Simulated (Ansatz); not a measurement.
# Phonons of VOs (Pm-3m) against volume, part 2 of 2

Does VOs (Pm-3m) expand much on heating, by its phonons?

Ansatz 0.2.0; DFT PBEsol, scalar-relativistic, plane waves, PAW; PAW set soft_1.

So far, highest frequency on the path or at a solved wavevector (cm⁻¹): step 2 (phonons on a q mesh) 283; step 4 (phonons at the other volume, volume ratio 0.97) 303.

**5. Relaxing at another volume, volume ratio 1.03**

The volume is scaled by 1.03 and held; symmetry leaves nothing to relax, so this is a single point. The modes can then be followed against volume.

Contents of input.yaml:

```yaml
crystal:
  lattice:
    - [3.0173992606, 0.0, 0.0]
    - [0.0, 3.0173992606, 0.0]
    - [0.0, 0.0, 3.0173992606]
  atoms:
    - { symbol: V, position: [0.0, 0.0, 0.0] }
    - { symbol: Os, position: [0.5, 0.5, 0.5] }
kpoints:
  mp_grid: { grid: [16, 16, 16] }
hamiltonian:
  xc: pbesol
  pseudopotentials: { kind: paw, azcp: { folder: soft_1 }, xc_functional: pbe }
scf:
  occupations: { method: methfessel_paxton, width: 0.2 }
output:
  forces: true
  stress: true
  eigenvalues: true
```

On the command line:

```bash
$ ansatz run input.yaml --threads 4 --pin off --max-ram 10240MiB --backend cpu --events-out ev --progress --plain --runs-dir out
```

Numbers of over 12 decimals in the logs are rounded to 6 here.

Log:

```text
[...]
Crystal: 2 atoms, lattice volume = 27.473 Å³
Basis set: ecut = 420 eV, 515 PW (Γ), exchange–correlation on 48×48×48 points (8 copies of the dense FFT grid, shifted against one another)
Bands: 19, of which v1, the nominal top of the filled ones, is band 15 counted from 1 (14 counted from 0)
Symmetry: 48 space group operations
[...]
k-points: 165 of 4096
[...]
--- Band table (eV; the first three rows and the last of 165) ---
  k-point 0: bands = [... 11 lower, 19.6861, 19.6861, 19.6861, 22.5651, 22.5651, 24.3360, 24.3360, 24.3360]
  k-point 1: bands = [... 11 lower, 19.6724, 19.6724, 19.7205, 22.4824, 22.5951, 24.1509, 24.1509, 24.2834]
  k-point 2: bands = [... 11 lower, 19.6352, 19.6352, 19.8230, 22.2427, 22.6817, 23.6870, 23.6870, 24.1297]
  k-point 164: bands = [... 11 lower, 19.3714, 19.3714, 19.3714, 22.7356, 22.7356, 23.2973, 23.2973, 28.8579]
[key lines of the parts left out:]
SCF converged after 8 iterations
Free energy (F): -14138.037205 eV
Fermi energy:    21.769573 eV
P = ⅓ Tr σ = -8.6967 GPa (-86.967 kbar)
```

Wall time 1.6 s (4 threads of Arm Neoverse V1, shared host); peak memory 0.38 GiB; 5.8 s of CPU time.

This step gave:

- pressure: -8.697 GPa
- volume per atom: 13.74 Å³

The run ends at a pressure of -8.70 GPa.

**6. Phonons at the other volume, volume ratio 1.03**

The phonons are repeated at this volume on the same k and q meshes.

input.yaml, as its differences from that of step 5:

```diff
@@ -16,4 +16,11 @@
 output:
-  forces: true
-  stress: true
   eigenvalues: true
+phonons:
+  method: dfpt
+  qmesh: [4, 4, 4]
+  temperatures: { t_max: 1000, t_step: 50 }
+  qpath:
+    path:
+      - [[0.0, 0.0, 0.0], [0.0, 0.5, 0.0], [0.5, 0.5, 0.0], [0.0, 0.0, 0.0], [0.5, 0.5, 0.5], [0.0, 0.5, 0.0]]
+      - [[0.5, 0.5, 0.5], [0.5, 0.5, 0.0]]
+    npoints: 10
```

Log:

```text
[...]
Crystal: 2 atoms, lattice volume = 27.473 Å³
Basis set: ecut = 420 eV, 515 PW (Γ), exchange–correlation on 48×48×48 points (8 copies of the dense FFT grid, shifted against one another)
Bands: 19, of which v1, the nominal top of the filled ones, is band 15 counted from 1 (14 counted from 0)
Symmetry: 48 space group operations
k-points: 165 of 4096
[...]
k-point 164: bands = [... 11 lower, 19.3714, 19.3714, 19.3714, 22.7356, 22.7356, 23.2973, 23.2973, 28.8579]
[...]
ASR residual: 2.016e-5 → 0.000e0 eV/Å²; symmetrization residual: 6.876e-6 eV/Å²
  ASR residual per site (eV/Å²): 8.41e-6 2.02e-5
  Γ frequencies (cm⁻¹): 0.00 0.00 0.00 77.33 77.33 77.33
--- Phonons (arbitrary-q DFPT): 10 irreducible q on the 4×4×4 mesh ---
[...]
interpolated dispersion: 62 rows × 6 modes
[...]
[key lines of the parts left out:]
SCF converged after 10 iterations
Free energy (F): -14138.037205 eV
Fermi energy:    21.769572 eV
```

Elapsed: 9.6 min, on 4 threads; peak memory 3.2 GiB.

This step gave:

```yaml
sum_rule_residual_before_enforcement: 2.02e-5 eV/Å²
highest_frequency_on_the_path_or_at_a_solved_wavevector: 265.1 cm⁻¹
mean_frequency: 150.3 cm⁻¹
debye_temperature_second_moment: 308 K
logarithmic_mean_frequency: 132.9 cm⁻¹
highest_optical_mode_at_the_zone_centre_no_lo_to_term: 77.33 cm⁻¹
lowest_optical_zone_centre_mode: 77.33 cm⁻¹
lowest_mode_on_the_q_mesh_acoustic_modes_at_gamma_apart: 28.32 cm⁻¹
zero_point_energy_per_atom: 27.95 meV
heat_capacity_at_300_k: 23.70 J/(mol atoms K)
vibrational_entropy_at_300_k: 36.81 J/(mol atoms K)
```

The highest optical mode at the zone centre (no LO-TO term) is 77.3 cm⁻¹, -31.9 cm⁻¹ against the base run.

**7. Grüneisen parameters**

The Grüneisen parameter of a mode is minus the logarithmic change of its frequency with volume, −d ln ω / d ln V; weighted by heat capacity it gives the expansion.

This step gave:

| Item | Value |
| --- | --- |
| bulk modulus | 315.5 GPa |

Phonon branches along the path, in cm⁻¹:

| point | branch 1 | branch 2 | branch 3 | branch 4 | branch 5 | branch 6 |
| --- | --- | --- | --- | --- | --- | --- |
| Γ | 0 | 0 | 0 | 109 | 109 | 109 |
| halfway | 79 | 79 | 115 | 191 | 191 | 244 |
| X | 102 | 102 | 146 | 228 | 228 | 267 |
| halfway | 78 | 94 | 104 | 205 | 253 | 282 |
| M | 88 | 94 | 94 | 169 | 281 | 281 |
| halfway | 64 | 93 | 95 | 173 | 225 | 236 |
| Γ | 0 | 0 | 0 | 109 | 109 | 109 |
| halfway | 47 | 92 | 92 | 227 | 234 | 234 |
| R | 153 | 153 | 153 | 223 | 223 | 223 |
| halfway | 83 | 91 | 128 | 222 | 234 | 266 |
| X | 102 | 102 | 146 | 228 | 228 | 267 |
| jump to R | 153 | 153 | 153 | 223 | 223 | 223 |
| halfway | 124 | 124 | 130 | 225 | 268 | 268 |
| M | 88 | 94 | 94 | 169 | 281 | 281 |

The same for volume x 0.97:

| point | branch 1 | branch 2 | branch 3 | branch 4 | branch 5 | branch 6 |
| --- | --- | --- | --- | --- | --- | --- |
| Γ | 0 | 0 | 0 | 136 | 136 | 136 |
| X | 112 | 112 | 159 | 241 | 241 | 282 |
| M | 99 | 100 | 100 | 187 | 302 | 302 |
| Γ | 0 | 0 | 0 | 136 | 136 | 136 |
| R | 165 | 165 | 165 | 239 | 239 | 239 |
| X | 112 | 112 | 159 | 241 | 241 | 282 |
| R | 165 | 165 | 165 | 239 | 239 | 239 |
| M | 99 | 100 | 100 | 187 | 302 | 302 |

The same for volume x 1.03:

| point | branch 1 | branch 2 | branch 3 | branch 4 | branch 5 | branch 6 |
| --- | --- | --- | --- | --- | --- | --- |
| Γ | 0 | 0 | 0 | 77 | 77 | 77 |
| X | 93 | 93 | 134 | 215 | 215 | 254 |
| M | 77 | 88 | 88 | 151 | 261 | 261 |
| Γ | 0 | 0 | 0 | 77 | 77 | 77 |
| R | 142 | 142 | 142 | 207 | 207 | 207 |
| X | 93 | 93 | 134 | 215 | 215 | 254 |
| R | 142 | 142 | 142 | 207 | 207 | 207 |
| M | 77 | 88 | 88 | 151 | 261 | 261 |

The first set of phonon branches as a text plot (rows in cm⁻¹):

```
    297 |
    284 |          *******                                    ***
    272 |     *****  **  **                         ******   *
    259 |    *      *     ***                     **        *
    246 |   *      *                     ****    ***       *
    234 |       ***        ***          *   **  *** ****** **
    221 |     ** **          **        *****  ***  ****   *  *
    208 |    *     *          *
    196 |   *       *          *     **                       *
    183 |  *         **  ****                                  *
    170 |              **    **     *                           *
    158 | **                   **             ****        *
    145 |      ***              *           **  * *      ***
    133 | *  **                  * *       *     * **   *  ***
    120 |*  *     *              *          *     *  * *     *
    107 |      ******         *   *      ***       *  ****    *
     95 |     *  *  ********** *        *           * * *      **
     82 |  ***    **** * **** *     **** **         ****
     69 |                 **** **    **
     57 | **                  ***  **  *
     44 | *                     **      *
     32 |*                       * *
     19 |*
      6 |                         *
         Γ      X      M          Γ            R        X|R     M
```

Mode Grueneisen parameter -dln(w)/dln(V), modes matched by rank; at Γ the acoustic branches take the value of a neighbouring point of the path. Mode grüneisen parameters along the path, in :

| point | branch 1 | branch 2 | branch 3 | branch 4 | branch 5 | branch 6 |
| --- | --- | --- | --- | --- | --- | --- |
| Γ | 1.44 | 1.44 | 2.31 | 9.47 | 9.47 | 9.47 |
| halfway | 2.26 | 2.26 | 2.75 | 2.81 | 2.81 | 2.33 |
| X | 3.09 | 3.09 | 2.85 | 1.88 | 1.88 | 1.75 |
| halfway | 3.11 | 2.68 | 3.03 | 2.46 | 2.36 | 2.09 |
| M | 4.09 | 2.19 | 2.19 | 3.54 | 2.47 | 2.47 |
| halfway | 2.25 | 3.84 | 3.07 | 3.07 | 3.12 | 1.89 |
| Γ | 1.51 | 1.46 | 2.75 | 9.47 | 9.47 | 9.47 |
| halfway | 12.80 | 2.71 | 2.71 | 2.58 | 2.55 | 2.55 |
| R | 2.47 | 2.47 | 2.47 | 2.38 | 2.38 | 2.38 |
| halfway | 4.15 | 2.63 | 2.85 | 2.99 | 2.07 | 2.28 |
| X | 3.09 | 3.09 | 2.85 | 1.88 | 1.88 | 1.75 |
| jump to R | 2.47 | 2.47 | 2.47 | 2.38 | 2.38 | 2.38 |
| halfway | 2.22 | 2.22 | 2.89 | 2.49 | 2.35 | 2.35 |
| M | 4.09 | 2.19 | 2.19 | 3.54 | 2.47 | 2.47 |

The mode Grüneisen parameters as a text plot (rows in , shown from 1.5 to 9.5 only):

```
   9.30 |                         *
   8.97 |
   8.64 |
   8.30 |*
   7.97 |
   7.63 |*                       *
   7.30 |
   6.97 |                        *
   6.63 |                        * *
   6.30 | *                        *
   5.96 |
   5.63 |                            **
   5.30 |                       *
   4.96 | *
   4.63 |  *
   4.29 |                       *   *    **         **
   3.96 |              *   *****                                *
   3.63 |  *           *  *    **   *
   3.29 |         ***** ** ** **     **               *        **
   2.96 |  **  *******  ********   * *** ***       *******   ***
   2.62 | * ***   *********      **    ************** *   ***** *
   2.29 |*  ***   *************      *** ************* *  *******
   1.96 |  * *******      ******     **           ********
   1.62 | *    ***              *****                    *
         Γ      X      M          Γ            R        X|R     M
```

(dS/dlnV)/C_V. Table of thermodynamic Grueneisen parameter by temperature:

| temperature (K) | thermodynamic Grueneisen parameter |
| --- | --- |
| 50 | 3.2 |
| 100 | 2.97 |
| 150 | 2.89 |
| 200 | 2.86 |
| 250 | 2.85 |
| 300 | 2.84 |
| 350 | 2.84 |
| 400 | 2.83 |
| 450 | 2.83 |
| 500 | 2.83 |
| 550 | 2.83 |
| 600 | 2.83 |
| 650 | 2.83 |
| 700 | 2.83 |
| 750 | 2.83 |
| 800 | 2.82 |
| 850 | 2.82 |
| 900 | 2.82 |
| 950 | 2.82 |
| 1000 | 2.82 |

Gamma C_V/(B V) at the static volume. Volume expansion against temperature:

| temperature (K) | volume expansion (1e-6/K) |
| --- | --- |
| 50 | 9.93 |
| 100 | 18.8 |
| 150 | 22.8 |
| 200 | 24.8 |
| 250 | 25.8 |
| 300 | 26.4 |
| 350 | 26.7 |
| 400 | 27.0 |
| 450 | 27.1 |
| 500 | 27.2 |
| 550 | 27.3 |
| 600 | 27.4 |
| 650 | 27.5 |
| 700 | 27.5 |
| 750 | 27.5 |
| 800 | 27.6 |
| 850 | 27.6 |
| 900 | 27.6 |
| 950 | 27.6 |
| 1000 | 27.6 |

**8. Results**

* bulk modulus: 316 GPa
* thermodynamic Grüneisen parameter at 300 K: 2.841
* volume expansion at 300 K, estimated: 26.35 × 10⁻⁶ K⁻¹

In words: By this estimate the volume grows by 26.4 × 10⁻⁶ per kelvin at 300 K. The highest optical mode at Γ goes from 136 to 77 cm⁻¹ as the cell grows, a Grüneisen parameter of 9.46. Mode parameters on the path run from 1.4 to 13, with a median of 2.5. Branches are matched by rank, so values near crossings are rough. The expansion is the Grüneisen estimate at the static volume, with the static bulk modulus. Some magnetic starts kept moments in single points, but the one carried on lost them, and the others were not relaxed, so the runs shown are non-magnetic; if the real compound is magnetic, its cell and modes can differ much. With no gap, or one that is small against the smearing, the frequencies hang on the k mesh and the smearing, most of all near Kohn anomalies. The phonon runs are without spin polarisation, although the cell has an odd electron count. Spin-orbit coupling is left out, which can matter for the heavy elements here. The PAW files were made for PBE and serve the other functionals too.

[Logs are printed without paths, hosts, clocks, repeated set-up lines and the standing remarks that a program may print on its own settings, such as how far it seeks lower states.]

[Hosts, paths, dates, database ids (printed as entryN), source tags and the programs' standing remarks are cut or masked in the printed files.]
